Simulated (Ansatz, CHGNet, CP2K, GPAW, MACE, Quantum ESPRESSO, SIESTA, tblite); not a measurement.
# SIESTA on W(100)/Au(100) interface (51 atoms): settings against a plane-wave reference, part 2 of 2

How do the settings of SIESTA change the result for W(100)/Au(100) interface (51 atoms)? A plane-wave run serves as the yardstick.

Program: SIESTA 5.4.2; the method stands at each step. Banners, paths, timers and routine set-up lines are dropped from the logs unmarked, and long logs keep their key lines alone; longer cuts are marked. The potentials were converted by us to PSML.

So far. Step 2 (PBE, DZP, shift 0.01 Ry, mesh 300 Ry): Forces lie 17 % from the reference's, at 0.13 times its CPU time (on 2 against 4 cores). Step 3 (PBE, SZ, shift 0.01 Ry, mesh 300 Ry): Against the first run (17 %), the force difference from the reference is 71 %, at 0.32 times the CPU time (on 1 against 2 cores), with 510 basis functions against 969: the smaller basis costs accuracy.

## (4) PBE, DZ, shift 0.01 Ry, mesh 300 Ry

Method: Kohn-Sham DFT, PBE, PseudoDojo 0.4.1 norm-conserving pseudopotentials (converted to PSML), numerical atomic orbitals (DZ), diagonalisation.

Input file input.fdf:

```
SystemLabel cell
NumberOfAtoms 51
NumberOfSpecies 2
%block ChemicalSpeciesLabel
  1 74 W
  2 79 Au
%endblock ChemicalSpeciesLabel
LatticeConstant 1.0 Ang
%block LatticeVectors
  8.95200 0.00000 0.00000
  0.00000 8.95200 0.00000
  0.00000 0.00000 22.04922
%endblock LatticeVectors
PAO.BasisSize DZ
PAO.EnergyShift 0.01 Ry
XC.Functional GGA
XC.Authors PBE
MeshCutoff 300 Ry
%block kgrid_Monkhorst_Pack
  1 0 0 0.0
  0 1 0 0.0
  0 0 1 0.0
%endblock kgrid_Monkhorst_Pack
SolutionMethod diagon
OccupationFunction FD
ElectronicTemperature 580 K
SCF.Mixer.Method Pulay
SCF.Mixer.Weight 0.05
SCF.Mixer.History 8
SCF.Mix Hamiltonian
MaxSCFIterations 300
SCF.DM.Tolerance 1e-04
SCF.H.Tolerance 1.0e-3 eV
WriteForces T
Write.HirshfeldPop T
Write.VoronoiPop T
Write.DM F
Write.H F
XML.Write F
AtomicCoordinatesFormat Fractional
%block AtomicCoordinatesAndAtomicSpecies
[... 51 atom lines left out: the same atoms as in the first run ...]
%endblock AtomicCoordinatesAndAtomicSpecies
```

Command:

```sh
$ OMP_NUM_THREADS=1 siesta < input.fdf > output.txt
```

Log:

```text
Version         : 5.4.2
reinit: System Name:
reinit: System Label: cell
initatom: Reading input for the pseudopotentials and atomic orbitals ----------
Species number:   1 Atomic number:   74 Label: W
Species number:   2 Atomic number:   79 Label: Au
Ground state valence configuration (from tables):   6s02  6p00  5d04  5f00
Ground state valence configuration (from tables):   6s01  6p00  5d10  5f00
---- Processing specs for species: W
GGA--PBE XC_GGA_X_PBE--XC_GGA_C_PBE pb
Semicore shell(s) with  8 electrons included in the valence for W
---- Processing specs for species: Au
GGA--PBE XC_GGA_X_PBE--XC_GGA_C_PBE pb
Semicore shell(s) with  8 electrons included in the valence for Au
Semicore shell(s): 5s 5p
Semicore shell(s): 5s 5p
Using PAO.SplitTailNorm
%block ChemicalSpeciesLabel
[... lines left out ...]
Total number of electrons:   849.000000
[... lines left out ...]
stepf: Fermi-Dirac step function
        iscf     Eharris(eV)        E_KS(eV)     FreeEng(eV)     dDmax    Ef(eV) dHmax(eV)
[... lines left out ...]
SCF Convergence by DM+H criterion
[... lines left out ...]
SCF cycle converged after 37 iterations
[... lines left out ...]
   Max    2.682626
[... lines left out ...]
   Max    2.682626    constrained
Stress tensor Voigt[x,y,z,yz,xz,xy] (kbar):      129.85      130.62      116.96        0.05        0.51        0.07
[... lines left out ...]
siesta: Exc     =    -29953.962774
siesta: Eharris =   -158260.838327
siesta: Etot    =   -158260.838388
siesta: FreeEng =   -158261.192471
siesta: Final energy (eV):
siesta:  Band Struct. =  -27496.770647
siesta:       Kinetic =   44828.548873
siesta:       Hartree =  330559.667229
siesta:         Exch. =  -28129.959571
siesta:         Corr. =   -1824.003202
siesta:   Exch.-corr. =  -29953.962774
siesta:  Ion-electron = -712271.182109
siesta:       Ion-ion =  208576.090393
siesta:         Total = -158260.838388
siesta:         Fermi =      -2.594591
siesta: Stress tensor (static) (eV/Ang**3):
siesta:     0.081048    0.000042    0.000318
siesta:     0.000042    0.081529    0.000029
siesta:     0.000318    0.000029    0.072998
siesta: Cell volume =       1766.987095 Ang**3
siesta: Pressure (static):
siesta:                Solid            Molecule  Units
siesta:          -0.00085525         -0.00062971  Ry/Bohr**3
siesta:          -0.07852511         -0.05781772  eV/Ang**3
siesta:        -125.81109758        -92.63419945  kBar
    Orbital volume contribution        =          23.524892 eV
    (Free)E + p_basis*V_orbitals       =     -158237.667579 eV
    (Free)Eharris+ p_basis*V_orbitals  =     -158237.667519 eV
siesta: Electric dipole (a.u.)  =    0.000000   -0.000000   -3.111431
siesta: Electric dipole (Debye) =    0.000000   -0.000000   -7.908468
Hirshfeld Atomic Populations:
Atom #   charge [q] valence [e]  Species
     1     0.020957   13.979043  W
     2    -0.022852   14.022852  W
     3    -0.023521   14.023521  W
[...]
25     0.012491   18.987509  Au
    26     0.021689   18.978311  Au
    27    -0.035175   19.035175  Au
[...]
--------------------
 Total    -0.000118
Voronoi Atomic Populations:
Atom #   charge [q] valence [e]  Species
[...]
23     0.011002   13.988998  W
    24     0.042693   13.957307  W
[...]
50     0.029703   18.970297  Au
    51    -0.042733   19.042733  Au
--------------------
 Total    -0.000117
```

Run time: 3.1 min. Hardware: 1 thread of Arm Neoverse V1, shared host; peak memory 0.72 GiB.

Against the reference:

| Property | Result |
| --- | --- |
| r.m.s. force component | 0.7628 eV/Å |
| r.m.s. difference of force components | 273 meV/Å |
| longest difference of force vectors | 936.7 meV/Å |
| force difference over r.m.s. force | 42.66 % |
| slope of forces against the reference's | 1.119 |
| correlation of force components | 0.9391 |

This is a coarse setting, run to see what it loses.

Against the first run (17 %), the force difference from the reference is 43 %, at 0.59 times the CPU time (on 1 against 2 cores), with 816 basis functions against 969: the smaller basis costs accuracy.

## (5) OptB88-vdW, PBE potentials, DZP, shift 0.01 Ry, mesh 300 Ry

Method: Kohn-Sham DFT, optB88-vdW, PseudoDojo 0.4.1 norm-conserving pseudopotentials (converted to PSML), numerical atomic orbitals (DZP), diagonalisation.

input.fdf: that of step 4 with these lines changed.

```diff
@@ -13,6 +13,6 @@
 %endblock LatticeVectors
-PAO.BasisSize DZ
+PAO.BasisSize DZP
 PAO.EnergyShift 0.01 Ry
-XC.Functional GGA
-XC.Authors PBE
+XC.Functional VDW
+XC.Authors KBM
 MeshCutoff 300 Ry
```

Command:

```sh
$ OMP_NUM_THREADS=1 mpirun -np 2 siesta < input.fdf > output.txt
```

Log:

```text
Version         : 5.4.2
reinit: System Name:
reinit: System Label: cell
initatom: Reading input for the pseudopotentials and atomic orbitals ----------
Species number:   1 Atomic number:   74 Label: W
Species number:   2 Atomic number:   79 Label: Au
Ground state valence configuration (from tables):   6s02  6p00  5d04  5f00
[... lines left out ...]
SCF Convergence by DM+H criterion
[... lines left out ...]
SCF cycle converged after 36 iterations
[... lines left out ...]
   Max    1.997201
[... lines left out ...]
   Max    1.997201    constrained
Stress tensor Voigt[x,y,z,yz,xz,xy] (kbar):       81.16       81.94       73.05        0.71       -0.23        0.01
[... lines left out ...]
siesta: FreeEng =   -158666.087937
[... lines left out ...]
siesta:         Fermi =      -3.164056
[... lines left out ...]
siesta:         -78.71812494        -58.50533921  kBar
    Orbital volume contribution        =          33.557624 eV
    (Free)E + p_basis*V_orbitals       =     -158632.530312 eV
    (Free)Eharris+ p_basis*V_orbitals  =     -158632.530303 eV
siesta: Electric dipole (a.u.)  =    0.000000   -0.000000   -2.242551
siesta: Electric dipole (Debye) =    0.000000   -0.000000   -5.699997
Hirshfeld Atomic Populations:
Atom #   charge [q] valence [e]  Species
     1     0.020571   13.979429  W
     2    -0.023240   14.023240  W
     3    -0.006291   14.006291  W
[...]
25     0.000463   18.999537  Au
    26     0.014240   18.985760  Au
    27    -0.033658   19.033658  Au
[...]
--------------------
 Total    -0.000079
Voronoi Atomic Populations:
Atom #   charge [q] valence [e]  Species
[...]
23     0.000804   13.999196  W
    24     0.068031   13.931969  W
[...]
50     0.026112   18.973888  Au
    51    -0.030499   19.030499  Au
--------------------
 Total    -0.000080
```

It took 11 min on 2 MPI ranks; peak memory 1.9 GiB; 22 min of CPU time.

Numbers from this run, and their distance from the reference:

- r.m.s. force component: 0.6641 eV/Å
- r.m.s. difference of force components: 113.2 meV/Å
- longest difference of force vectors: 383.3 meV/Å
- force difference over r.m.s. force: 17.68 %
- slope of forces against the reference's: 1.023
- correlation of force components: 0.9856

Against the first run (17 %), the force difference from the reference is 18 %, at 4.1 times the CPU time; the model has changed, so this is no error of the program alone.

## (6) Side by side

Differences are against the plane-wave reference, forces as r.m.s. over components; share is that over the reference's r.m.s. force, slope the least-squares factor from reference forces to these. Total energies of different programs have different zeros and aren't compared.

| run | Δ force, r.m.s. (meV/Å) | share (%) | slope | cores | CPU time | memory (GiB) |
| --- | --- | --- | --- | --- | --- | --- |
| reference | - | - | - | 4 | 40 min | 6.2 |
| SIESTA PBE, DZP, shift 0.01 Ry, mesh 300 Ry | 106 | 16.6 | 1.030 | 2 | 5.3 min | 1.2 |
| SIESTA PBE, SZ, shift 0.01 Ry, mesh 300 Ry (coarse) | 453 | 70.8 | 1.330 | 1 | 1.7 min | 0.61 |
| SIESTA PBE, DZ, shift 0.01 Ry, mesh 300 Ry (coarse) | 273 | 42.7 | 1.119 | 1 | 3.1 min | 0.72 |
| SIESTA optB88-vdW, PBE potentials, DZP, shift 0.01 Ry, mesh 300 Ry | 113 | 17.7 | 1.023 | 2 | 22 min | 1.9 |

Rows marked coarse were listed beforehand as settings not expected to be converged; some can still land near the reference.

CPU time is summed over cores on a shared host, where runs went side by side, so it is rough. Symmetry, cutoffs, thresholds, outputs and thread counts weren't matched or tuned between programs; memory under MPI is the largest rank's times the ranks.

## (7) What came out

```
nearest in forces : SIESTA PBE, DZP, shift 0.01 Ry, mesh 300 Ry, 17 %
its CPU time      : 5.3 min
```

In words: The PBE run in local orbitals, coarse settings apart, differs by 17 % (SIESTA PBE, DZP, shift 0.01 Ry, mesh 300 Ry); basis, grid and potentials can all enter. Rows with another functional or a dispersion term differ by 18 % (SIESTA optB88-vdW, PBE potentials, DZP, shift 0.01 Ry, mesh 300 Ry), which mixes the change of model with differences of basis and potentials, some of them made for another functional. Runs with settings chosen to be coarse differ by 43 % (SIESTA PBE, DZ, shift 0.01 Ry, mesh 300 Ry) to 71 % (SIESTA PBE, SZ, shift 0.01 Ry, mesh 300 Ry), their programs' other errors included. Of the electronic-structure runs that take under half the reference's CPU time, SIESTA PBE, DZP, shift 0.01 Ry, mesh 300 Ry comes nearest, at 17 % in 5.3 min against 40 min. The electron count is odd in these runs, and they have no spin polarisation, so the unpaired electron is spread evenly over both spins. The host structure and its lattice constant were typed by rule, without a check against the phase diagram. The electronic-structure runs sample only Γ, in a cell whose shortest periodic width is 9 Å, which is coarse for a cell with partly filled levels. Spin–orbit coupling is left out, which matters for the levels of the heavy elements.

[Also dropped from logs without a mark: logging warnings of Python, and SIESTA's first energy breakdown and zero terms.]

[Logs are printed without paths, hosts, clocks, repeated set-up lines and the standing remarks that a program may print on its own settings, such as how far it seeks lower states.]

[Hosts, paths, dates, database ids (printed as entryN), source tags and the programs' standing remarks are cut or masked in the printed files.]
